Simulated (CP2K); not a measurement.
The C K edge of 2-methylthiothiazole was computed by TDDFT (CP2K XAS_TDP, aug-cc-pVDZ, TDA) at these levels: PBEh(45%), PBEh(45%) + GW2X and PBEh(60%). The first three lines of C1 (bonded to S and 3 H) with a strength over 0.0015, energy in eV and strength:

```csv
run,first,second,third
1,283.49 (0.041),284.75 (0.012),285.42 (0.022)
2,287.57 (0.054),289.44 (0.013),289.98 (0.033)
3,289.44 (0.040),290.70 (0.011),291.37 (0.022)
```

Which run is which?

Run 1: PBEh(45%) (45 % exact exchange). Run 2: PBEh(60%) (60 % exact exchange). Run 3: PBEh(45%) + GW2X (45 % exact exchange). Self-interaction lifts the core level, so the uncorrected lines rise with the share of exact exchange. The GW2X run keeps the spacings of its parent: 1.26 eV between the first two lines in run 3, 1.26 eV in run 1. Its shift is +5.95 eV, since the Kohn–Sham level at this share of exchange lies that far above the quasiparticle level.

[Banner, clock and machine lines of the logs are left out without a mark of their own.]

[Logs are printed without paths, hosts, clocks, repeated set-up lines and the standing remarks that a program may print on its own settings, such as how far it seeks lower states.]

[Hosts, paths, dates, database ids (printed as entryN), source tags and the programs' standing remarks are cut or masked in the printed files.]
